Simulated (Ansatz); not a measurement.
# Squeezing and shearing Pnma (COD entry) SnSO4, displaced supercell (96 atoms), part 2 of 3

How stiff is Pnma (COD entry) SnSO4, displaced supercell (96 atoms), and how do its levels respond to strain?

Ansatz 0.2.0; Kohn-Sham DFT, PBEsol, PAW (set soft_2), plane waves.

The cell: 16 Sn, 16 S and 64 O. Only the Γ point is sampled.

So far. Step 2 (Single point at the start): The r.m.s. force at the start is 0.98 eV/Å. Step 3 (Cell and atoms relaxed): The relaxation converged after 9 steps, with a largest force component of 0.024 eV/Å.

### Step 4. Single point at the relaxed geometry

One more single point at the end of the walk gives the fuller output and checks the residual forces.

Contents of input.yaml:

```yaml
crystal:
  lattice:
    - [8.72465, -0.00044, -0.00014]
    - [-0.00053, 10.86424, 0.00106]
    - [-0.00022, 0.00141, 14.17959]
  atoms:
    - { symbol: Sn, position: [0.22359, 0.12474, 0.10061] }
    - { symbol: Sn, position: [0.27717, 0.3747, 0.3508] }
    - { symbol: Sn, position: [0.77726, 0.37497, 0.39964] }
    - { symbol: Sn, position: [0.72352, 0.12499, 0.14961] }
    - { symbol: S, position: [0.07595, 0.12476, 0.33432] }
    - { symbol: S, position: [0.42483, 0.37476, 0.08437] }
    [... 84 atom lines left out ...]
    - { symbol: O, position: [0.90375, 0.76277, 0.60502] }
    - { symbol: O, position: [0.59703, 0.73687, 0.85488] }
    - { symbol: O, position: [0.90372, 0.98685, 0.60502] }
    - { symbol: O, position: [0.59665, 0.51278, 0.85506] }
    - { symbol: O, position: [0.09668, 0.7368, 0.89532] }
    - { symbol: O, position: [0.40363, 0.76275, 0.64529] }
kpoints:
  mp_grid: { grid: [1, 1, 1] }
hamiltonian:
  xc: pbesol
scf:
  occupations: { method: fermi_dirac, width: 0.05 }
output:
  forces: true
  stress: true
  populations: true
  dos:
    method: { smearing: { sigma: 0.08 } }
    de: 0.1
    projected: { site_lists: { O: [O], S: [S], Sn: [Sn] } }
  eigenvalues: true
  write_density: true
  write_potential: true
  volumetric_format: npy
```

Run with:

```sh
$ ansatz run input.yaml --threads 4 --pin off --max-ram 8192MiB --backend cpu --events-out ev --progress --plain --runs-dir out
```

Numbers of over 12 decimals in the logs are rounded to 6 here.

The log of the run:

```text
[...]
Crystal: 96 atoms, lattice volume = 1344.036 Å³
Basis set: ecut = 420 eV, 26311 PW (Γ), exchange–correlation on 120×150×192 points (8 copies of the dense FFT grid, shifted against one another)
Bands: 448, of which v1, the nominal top of the filled ones, is band 352 counted from 1 (351 counted from 0)
Symmetry: 1 space group operations
[...]
k-points: 1
[...]
SCF iter   1: F=—  HF=-145223.706479 eV  |F-HF|=—  |Δ(HF+E_count)|=         —  Δρ=1.05e-2  dr2=1.14e0  ethr=1.77e-3  ⟨swp⟩=5.0  Hψ=1966  notcnv=0  defer=52
[...]
SCF iter   9: F=-145223.387610 eV  HF=-145223.387611 eV  |F-HF|=3.42e-8  |Δ(HF+E_count)|=   8.06e-8  Δρ=2.36e-6  dr2=6.04e-8  ethr=1.42e-11  ⟨swp⟩=17.0  Hψ=3681  notcnv=0
SCF 1 converged in 9 iterations: F = -145223.387610 eV  dr2 = 6.04e-8
[...]
SCF converged after 9 iterations
Free energy (F): -145223.387610 eV
[...]
Internal energy: -145223.387610 eV  (E = F + TS)
E sigma→0 (E₀):  -145223.387610 eV
Fermi energy:    7.269084 eV
[...]
--- Forces (eV/Å), atoms counted from 1 ---
  atom   1  Sn    -0.00034816     0.00346614    -0.00461826
  atom   2  Sn    -0.00046356     0.00072486    -0.00678211
  atom   3  Sn    -0.00657489     0.00025155    -0.00169965
  atom   4  Sn     0.00542157     0.00036700     0.00406780
  atom   5  S      0.01710549    -0.00048857    -0.01898206
  atom   6  S     -0.02301540     0.00239454    -0.00553058
  atom   7  S     -0.02245396    -0.00028228     0.01126989
  atom   8  S      0.01474431    -0.00099613    -0.00174143
  atom   9  O     -0.00179384     0.00042426     0.00274657
  atom  10  O      0.00736083    -0.00020007    -0.00224578
  atom  11  O      0.00494745     0.00004443    -0.00096114
  atom  12  O     -0.00552458    -0.00043325     0.00141894
  atom  13  O     -0.00578414    -0.00087401     0.00715968
  atom  14  O      0.00362283     0.00072441     0.00152379
[...]
atom  95  O     -0.00242383    -0.00261556     0.00155061
  atom  96  O      0.00446710     0.00440176     0.00360673
  max |Σ_I F_I| component: 4.22e-6 eV/Å
--- Stress (GPa, compression-positive) ---
       -0.033550      -0.000358       0.000075
       -0.000358       0.009213      -0.002276
        0.000075      -0.002276       0.010857
  P = ⅓ Tr σ = -0.0045 GPa (-0.045 kbar)
--- Band table (eV) ---
[...]
--- Löwdin populations: 96 sites ---
  site symbol       q [e]
     0     Sn     12.9687
     1     Sn     12.9687
     2     Sn     12.9685
[...]
95      O      6.7086
  spilling = 0.013706 (of n_electrons = 704.000000)
```

Wall time 20 s (4 threads of Intel Xeon Platinum 8259CL at 2.50GHz (Skylake/Cascade Lake), shared host); peak memory 2 GiB; 74 s of CPU time.

The run gave:

```
free energy                                      : -145223.3876 eV
free energy per atom                             : -1512.7436 eV/atom
SCF cycles                                       : 9
pressure                                         : -0.004494 GPa
r.m.s. force component                           : 0.00667 eV/Å
longest force                                    : 0.03198 eV/Å
Fermi energy                                     : 7.269 eV
gap (highest filled to lowest empty level) : 3.917 eV
spilling of the projection                       : 0.01371
```

States in the cell by windows of 1 eV, zero at the Fermi level; the larger projections on atomic orbitals stand beside the total:

```
from (eV)  to (eV)  total   O p  Sn p   S p   O s  Sn s
      -14      -13    0.0   0.0   0.0   0.0   0.0   0.0
      -13      -12    3.3   1.4   0.1   0.0   0.8   0.6
      -12      -11   27.1  11.4   1.5   0.3   8.7   1.7
      -11      -10    4.4   2.1   0.1   0.4   1.0   0.5
      -10       -9   25.3  14.3   0.8   3.1   3.1   3.4
       -9       -8   67.9  41.1   1.9  12.0  10.9   1.1
       -8       -7   17.8  10.3   0.2   1.4   1.8   3.6
       -7       -6   29.1  21.3   2.6   0.7   1.0   2.6
       -6       -5   68.0  60.1   3.1   0.6   0.9   0.7
       -5       -4   47.5  42.8   0.8   0.8   0.4   1.0
       -4       -3   77.2  69.2   1.4   0.3   0.5   4.7
       -3       -2   45.5  33.4   2.1   0.2   0.3   8.9
       -2       -1    3.1   1.8   0.2   0.0   0.0   1.0
       -1        1    0.0   0.0   0.0   0.0   0.0   0.0
        1        2    1.8   0.1   1.4   0.0   0.3   0.0
        2        3   23.7   1.4  17.7   1.0   2.3   0.1
        3        4   56.7   6.1  42.0   2.1   3.1   0.2
        4        5   13.8   1.9   9.0   0.5   1.1   0.3
```

The curve was stored every 0.10 eV, coarse against its broadening of 0.08 eV, so these counts are rough.

Between -26 and -14 eV lie 288 more states.

The levels nearest the highest filled one (over half full), pooled over k-points and spins:

```
level less the highest filled one (eV)  occupation
                                -0.545           2
                                -0.216           2
                                -0.215           2
                                -0.118           2
                                -0.118           2
                                     0           2
                                  3.92           0
                                  3.92           0
                                  4.08           0
                                  4.29           0
                                  4.29           0
                                  4.36           0
```

Valence density in the ac plane at fractional y = 0.125, with atoms of Sn and S and O within 0.2 Å of it. It is the smooth field of the valence electrons, not physical close to the nuclei.

Values in units of 1e0 e/Å³, 13 rows by 16 columns, each cell a mean:
```
0.1 0.1 0.1 0.0 0.1 0.8 4.3 4.0 1.3 0.9 2.3 3.6 1.1 0.1 0.0 0.0
0.6 0.7 0.6 0.2 0.1 0.1 0.4 0.5 0.7 0.7 0.6 0.2 0.1 0.1 0.2 0.4
1.3 0.8 2.1 3.1 1.0 0.1 0.0 0.0 0.1 0.1 0.1 0.0 0.1 0.7 4.2 3.9
0.2 0.2 1.4 3.0 0.9 0.1 0.0 0.0 0.0 0.1 0.3 0.9 0.6 0.3 0.6 0.6
0.0 0.1 1.0 3.9 2.4 0.3 0.1 0.0 0.0 0.2 2.1 9.0 5.4 0.6 0.1 0.0
0.0 0.2 1.6 6.4 3.9 0.5 0.1 0.1 0.0 0.1 0.4 0.9 0.5 0.1 0.0 0.0
0.0 0.0 0.1 0.1 0.1 0.5 2.6 2.4 0.6 0.6 2.6 5.1 1.6 0.1 0.0 0.0
0.2 0.4 0.3 0.1 0.1 0.5 2.4 2.4 1.2 0.7 1.1 0.8 0.3 0.1 0.0 0.1
1.2 0.7 1.0 0.6 0.2 0.0 0.0 0.1 0.3 0.4 0.3 0.1 0.1 0.4 2.0 2.1
0.7 0.7 2.6 5.1 1.6 0.1 0.0 0.0 0.0 0.0 0.1 0.1 0.1 0.6 3.0 2.7
0.0 0.1 0.4 0.9 0.4 0.1 0.0 0.0 0.0 0.2 1.4 5.7 3.4 0.5 0.1 0.1
0.0 0.2 2.0 8.8 5.3 0.6 0.1 0.0 0.0 0.2 1.2 4.7 2.9 0.4 0.1 0.0
0.0 0.1 0.4 1.3 0.8 0.3 0.4 0.4 0.1 0.2 1.2 2.6 0.8 0.1 0.0 0.0
```
Columns run along a (8.7 Å), rows up along c (14.2 Å). Atoms in or near the plane, at fractional coordinates: Sn at (0.22, 0.10), Sn at (0.72, 0.15), S at (0.08, 0.33), S at (0.58, 0.42), O at (0.92, 0.29), O at (0.42, 0.46), O at (0.20, 0.26), O at (0.70, 0.49), Sn at (0.22, 0.60), Sn at (0.72, 0.65), S at (0.08, 0.83), S at (0.58, 0.92), O at (0.92, 0.79), O at (0.42, 0.96) and more.

Electrostatic potential energy in the ac plane at fractional y = 0.125, with atoms of Sn and S and O within 0.2 Å of it. With pseudopotentials it is smooth inside the atoms' cores, unlike the true potential.

Ten even steps from '_' (-37 eV) to '@' (12 eV), each cell a mean:
```
@@@@@@@@@@@@@@@@##..__..++====::____==@@@@@@@@@@
@@@@@@@@@@@@@@@@%%--............==##@@@@@@@@@@@@
**====**%%@@@@@@@@@@%%##::____::**%%@@@@@@@@@@%%
........++%%@@@@@@@@@@@@%%****##%%@@@@@@@@%%****
::......--==##@@@@@@@@@@@@@@@@@@@@@@@@@@##..____
####**--____--@@@@@@@@@@@@@@@@@@@@@@@@@@%%==::==
@@@@@@##====##@@@@@@@@@@@@@@@@%%##****##%%@@@@@@
@@@@@@%%##**##%%@@@@@@@@@@@@%%**##%%%%++##%%@@@@
@@@@%%****%%##++##%%@@@@@@@@##++%%@@@@****%%@@@@
@@@@##++@@@@@@****%%@@@@@@@@%%**++******%%@@@@@@
@@@@%%****##**++##@@@@@@@@@@@@%%%%##%%%%@@@@@@@@
@@@@@@%%%%##%%%%@@%%##%%@@@@%%**::..++@@@@@@@@@@
@@@@@@@@@@@@@@@@##..__..++====::____==@@@@@@@@@@
@@@@@@@@@@@@@@@@%%--............==##@@@@@@@@@@@@
**====**%%@@@@@@@@@@%%##::__..::**%%@@@@@@@@@@%%
........++%%@@@@@@@@@@@@%%****##%%@@@@@@@@%%****
::......--==##@@@@@@@@@@@@@@@@@@@@@@@@@@##..____
####**--____--@@@@@@@@@@@@@@@@@@@@@@@@@@%%--::==
@@@@@@##====##@@@@@@@@@@@@@@@@%%##****##%%@@@@@@
@@@@@@%%######%%@@@@@@@@@@@@%%++##%%%%++##%%@@@@
@@@@%%****####++##%%@@@@@@@@##++@@@@@@****%%@@@@
@@@@##++@@@@@@****%%@@@@@@@@%%**++**++**%%@@@@@@
@@@@%%****##**++##@@@@@@@@@@@@%%%%##%%%%@@@@@@@@
@@@@@@@@%%##%%%%@@%%##%%@@@@%%**::..++@@@@@@@@@@
```
Columns run along a (8.7 Å; values clipped at the 3rd and 97th percentile), rows up along c (14.2 Å). Atoms in or near the plane, at fractional coordinates: Sn at (0.22, 0.10), Sn at (0.72, 0.15), S at (0.08, 0.33), S at (0.58, 0.42), O at (0.92, 0.29), O at (0.42, 0.46), O at (0.20, 0.26), O at (0.70, 0.49), Sn at (0.22, 0.60), Sn at (0.72, 0.65), S at (0.08, 0.83), S at (0.58, 0.92), O at (0.92, 0.79), O at (0.42, 0.96) and more.

Filled and empty levels are parted by 3.92 eV at Γ alone; the mesh holds the band edges only if they fold onto it, so the gap at this level can be narrower or closed, while semilocal functionals tend to narrow gaps against experiment. The largest share in the top eV of filled states is O p (71 % of the projected weight), and in the lowest eV of empty states Sn p (78 % of the projected weight).

### Step 5. Volume -3 %

The relaxed cell is scaled evenly and the atoms are relaxed again; the stress at the end gives one point of P(V).

input.yaml, the sections that differ from step 4:

```yaml
crystal:
  lattice:
    - [8.63652, -0.00044, -0.00014]
    - [-0.00052, 10.75449, 0.00105]
    - [-0.00022, 0.0014, 14.03635]
  atoms:
    [... the 96 atom lines of step 4 ...]
output:
  forces: true
  eigenvalues: true
  stress: true
relax:
  f_tol: 0.05
  max_steps: 70
# kpoints, hamiltonian, scf: as in step 4
```

The log of the run:

```text
Warning: output.stress: scf.convergence.dr2_threshold = 1e-7 eV (the SCF's general default) is looser than the 9.6e-9 eV advised for a printed stress (1e-10 eV for each atom of the cell: 96). What an SCF threshold leaves in a stress goes as its square root, and in the free energy as the threshold itself, and one threshold admits the most on a small cell: [...]
[...]
Crystal: 96 atoms, lattice volume = 1303.715 Å³
Basis set: ecut = 420 eV, 25441 PW (Γ), exchange–correlation on 120×144×192 points (8 copies of the dense FFT grid, shifted against one another)
Bands: 448, of which v1, the nominal top of the filled ones, is band 352 counted from 1 (351 counted from 0)
Symmetry: 1 space group operations
[...]
k-points: 1
[...]
SCF iter   1: F=—  HF=-145223.175703 eV  |F-HF|=—  |Δ(HF+E_count)|=         —  Δρ=1.08e-2  dr2=1.18e0  ethr=1.77e-3  ⟨swp⟩=6.0  Hψ=1975  notcnv=0  defer=52
[...]
SCF iter   6: F=-145222.835735 eV  HF=-145222.835725 eV  |F-HF|=9.78e-6  |Δ(HF+E_count)|=   2.53e-5  Δρ=4.16e-5  dr2=2.04e-5  ethr=8.88e-9  ⟨swp⟩=10.0  Hψ=2497  notcnv=0
SCF 1 converged in 6 iterations: F = -145222.835735 eV  dr2 = 2.04e-5
[...]
relax step   1: F+E_penalty+E_count = -145222.83573488 eV  Δ(F+E_penalty+E_count) = +0.000e0 eV  max|allowed force component| = 7.881e-1 eV/Å  Δτ_max = 0.0000 Å  (6 SCF iters, dr2 threshold 6.25e-5 eV, accepted)
[...]
relax step   2: F+E_penalty+E_count = -145223.11542422 eV  Δ(F+E_penalty+E_count) = -2.797e-1 eV  max|allowed force component| = 4.749e-1 eV/Å  Δτ_max = 0.0294 Å  (6 SCF iters, dr2 threshold 3.88e-5 eV, accepted)
[...]
relax step   3: F+E_penalty+E_count = -145223.26058319 eV  Δ(F+E_penalty+E_count) = -1.452e-1 eV  max|allowed force component| = 4.026e-2 eV/Å  Δτ_max = 0.0342 Å  (6 SCF iters, dr2 threshold 1.41e-5 eV, accepted)
[...]
relax step   4: F+E_penalty+E_count = -145223.26058732 eV  Δ(F+E_penalty+E_count) = -4.126e-6 eV  max|allowed force component| = 4.059e-2 eV/Å  Δτ_max = 0.0000 Å  (4 SCF iters, accepted)
SCF converged after 4 iterations
Free energy (F): -145223.260587 eV
[...]
Internal energy: -145223.260587 eV  (E = F + TS)
E sigma→0 (E₀):  -145223.260587 eV
Fermi energy:    7.694424 eV
[...]
--- Forces (eV/Å), atoms counted from 1 ---
  atom   1  Sn    -0.03232907    -0.00043544    -0.00994614
  atom   2  Sn     0.03245455     0.00028010    -0.01072502
  atom   3  Sn     0.03279680    -0.00035784     0.01117960
  atom   4  Sn    -0.03260859    -0.00032932     0.01094613
  atom   5  S      0.02019730     0.00295842     0.00383640
  atom   6  S     -0.02474292     0.00481064     0.00336138
  atom   7  S     -0.02028556    -0.00196038    -0.00239133
  atom   8  S      0.02593624    -0.00451229    -0.00247970
  atom   9  O      0.03999967     0.00172052     0.00801806
  atom  10  O     -0.03936359     0.00010868     0.00929358
  atom  11  O     -0.04056595    -0.00208518    -0.00857070
  atom  12  O      0.03922475    -0.00061572    -0.00958460
  atom  13  O     -0.00861750     0.00213589    -0.00077021
  atom  14  O      0.01000816     0.00086344     0.00153215
[...]
atom  95  O     -0.01469488    -0.03657323     0.00667496
  atom  96  O      0.01419529     0.03484171     0.01020327
  max |Σ_I F_I| component: 3.92e-6 eV/Å
--- Stress (GPa, compression-positive) ---
        0.713003       0.001527       0.000380
        0.001527       1.016112       0.004502
        0.000380       0.004502       0.804620
  P = ⅓ Tr σ = 0.8446 GPa (8.446 kbar)
--- Band table (eV) ---
[...]
--- Relaxed structure (4 steps of the walk, 4 accepted, 0 SCFs on fresh bases) ---
  F+E_penalty+E_count = -145223.26058732 eV   max|allowed force component| = 4.059e-2 eV/Å
  atoms:
    - { symbol: Sn, position: [0.223158, 0.124664, 0.098875] }
    - { symbol: Sn, position: [0.277405, 0.374634, 0.348978] }
    - { symbol: Sn, position: [0.777488, 0.375018, 0.401372] }
    - { symbol: Sn, position: [0.723211, 0.125039, 0.151354] }
[...]
- { symbol: O, position: [0.407728, 0.761388, 0.647152] }
```

The job ended after 50 s (4 threads; peak memory 1.9 GiB).

The program notes that the SCF threshold is loose for the stress.

The relaxation converged after 4 steps, 0.425 eV below its start, with a largest force component of 0.041 eV/Å.

Volume -3 %: the energy stands 0.127 eV above that of the reference, at a pressure of 0.845 GPa.

### Step 6. Volume +3 %

The relaxed cell is scaled to another volume.

input.yaml, the sections that differ from step 5:

```yaml
crystal:
  lattice:
    - [8.81104, -0.00044, -0.00014]
    - [-0.00054, 10.97181, 0.00107]
    - [-0.00022, 0.00142, 14.31999]
  atoms:
    [... the 96 atom lines of step 4 ...]
# kpoints, hamiltonian, scf, output, relax: as in step 5
```

The log of the run:

```text
[...]
Crystal: 96 atoms, lattice volume = 1384.357 Å³
Basis set: ecut = 420 eV, 27083 PW (Γ), exchange–correlation on 120×150×192 points (8 copies of the dense FFT grid, shifted against one another)
Bands: 448, of which v1, the nominal top of the filled ones, is band 352 counted from 1 (351 counted from 0)
Symmetry: 1 space group operations
[...]
k-points: 1
[...]
SCF iter   1: F=—  HF=-145223.214567 eV  |F-HF|=—  |Δ(HF+E_count)|=         —  Δρ=1.04e-2  dr2=1.14e0  ethr=1.77e-3  ⟨swp⟩=6.0  Hψ=1971  notcnv=0  defer=48
[...]
SCF iter   5: F=—  HF=-145222.904065 eV  |F-HF|=—  |Δ(HF+E_count)|=   5.30e-4  Δρ=2.04e-4  dr2=4.69e-4  ethr=1.71e-7  ⟨swp⟩=2.0  Hψ=615  notcnv=0  defer=89
SCF iter   6: F=-145222.904030 eV  HF=-145222.904014 eV  |F-HF|=1.60e-5  |Δ(HF+E_count)|=   5.08e-5  Δρ=4.35e-5  dr2=2.38e-5  ethr=8.88e-9  ⟨swp⟩=10.0  Hψ=2479  notcnv=0
SCF 1 converged in 6 iterations: F = -145222.904030 eV  dr2 = 2.38e-5
[...]
relax step   1: F+E_penalty+E_count = -145222.90402999 eV  Δ(F+E_penalty+E_count) = +0.000e0 eV  max|allowed force component| = 6.915e-1 eV/Å  Δτ_max = 0.0000 Å  (6 SCF iters, dr2 threshold 6.25e-5 eV, accepted)
[...]
relax step   2: F+E_penalty+E_count = -145223.15826387 eV  Δ(F+E_penalty+E_count) = -2.542e-1 eV  max|allowed force component| = 4.407e-1 eV/Å  Δτ_max = 0.0332 Å  (6 SCF iters, dr2 threshold 2.99e-5 eV, accepted)
[...]
relax step   3: F+E_penalty+E_count = -145223.29524813 eV  Δ(F+E_penalty+E_count) = -1.370e-1 eV  max|allowed force component| = 2.825e-2 eV/Å  Δτ_max = 0.0241 Å  (6 SCF iters, dr2 threshold 1.21e-5 eV, accepted)
[...]
relax step   4: F+E_penalty+E_count = -145223.29524926 eV  Δ(F+E_penalty+E_count) = -1.127e-6 eV  max|allowed force component| = 2.837e-2 eV/Å  Δτ_max = 0.0000 Å  (4 SCF iters, accepted)
SCF converged after 4 iterations
Free energy (F): -145223.295249 eV
[...]
Internal energy: -145223.295249 eV  (E = F + TS)
E sigma→0 (E₀):  -145223.295249 eV
Fermi energy:    6.886580 eV
[...]
Σ components = -145223.295249   (vs F -145223.295249, Δ=0.00e0)
--- Forces (eV/Å), atoms counted from 1 ---
  atom   1  Sn     0.01185875     0.00067031     0.00363430
  atom   2  Sn    -0.01122408     0.00071482     0.00214802
  atom   3  Sn    -0.01169395    -0.00083065    -0.00222933
  atom   4  Sn     0.01072951    -0.00046601    -0.00299000
[...]
atom  96  O     -0.01613849    -0.02670858     0.00092913
  max |Σ_I F_I| component: 8.00e-6 eV/Å
--- Stress (GPa, compression-positive) ---
       -0.634264       0.001353      -0.000207
        0.001353      -0.697277      -0.002230
       -0.000207      -0.002230      -0.676933
  P = ⅓ Tr σ = -0.6695 GPa (-6.695 kbar)
--- Band table (eV) ---
[...]
--- Relaxed structure (4 steps of the walk, 4 accepted, 0 SCFs on fresh bases) ---
  F+E_penalty+E_count = -145223.29524926 eV   max|allowed force component| = 2.837e-2 eV/Å
  atoms:
    - { symbol: Sn, position: [0.225786, 0.124748, 0.100810] }
    - { symbol: Sn, position: [0.274852, 0.374752, 0.350909] }
    - { symbol: Sn, position: [0.774869, 0.374918, 0.399387] }
    - { symbol: Sn, position: [0.725847, 0.124905, 0.149438] }
[...]
- { symbol: O, position: [0.400810, 0.764024, 0.642996] }
```

Wall time 49 s (4 threads); peak memory 2 GiB.

The relaxation converged after 4 steps, 0.391 eV below its start, with a largest force component of 0.028 eV/Å.

Volume +3 %: the energy stands 0.0924 eV above that of the reference, at a pressure of -0.669 GPa.

### Step 7. Volume -6 %

The relaxed cell is scaled to another volume.

Input and log are left out; they have the form of those shown for this kind of step.

Run time: 87 s. Hardware: 4 threads of Intel Xeon Platinum 8259CL at 2.50GHz (Skylake/Cascade Lake), shared host; peak memory 1.9 GiB.

The relaxation converged after 6 steps, 1.82 eV below its start, with a largest force component of 0.0041 eV/Å.

Volume -6 %: the energy stands 0.453 eV above that of the reference, at a pressure of 1.97 GPa.

### Step 8. Volume +6 %

The relaxed cell is scaled to another volume.

Input and log are left out; they have the form of those shown for this kind of step.

The job ended after 55 s (4 threads of Intel Xeon Platinum 8259CL at 2.50GHz (Skylake/Cascade Lake), shared host; peak memory 2.1 GiB; 3.4 min of CPU time).

The relaxation converged after 4 steps, 1.49 eV below its start, with a largest force component of 0.047 eV/Å.

Volume +6 %: the energy stands 0.333 eV above that of the reference, at a pressure of -1.26 GPa.

### Step 9. Volume -10 %

The relaxed cell is scaled to another volume.

Input and log are left out; they have the form of those shown for this kind of step.

Wall time 59 s (4 threads of Intel Xeon Platinum 8259CL at 2.50GHz (Skylake/Cascade Lake), shared host); peak memory 1.9 GiB.

The relaxation converged after 4 steps, 5.41 eV below its start, with a largest force component of 0.046 eV/Å.

Volume -10 %: the energy stands 1.44 eV above that of the reference, at a pressure of 3.96 GPa.

[end of part 2 of 3]

[Logs are printed without paths, hosts, clocks, repeated set-up lines and the standing remarks that a program may print on its own settings, such as how far it seeks lower states.]

[Hosts, paths, dates, database ids (printed as entryN), source tags and the programs' standing remarks are cut or masked in the printed files.]
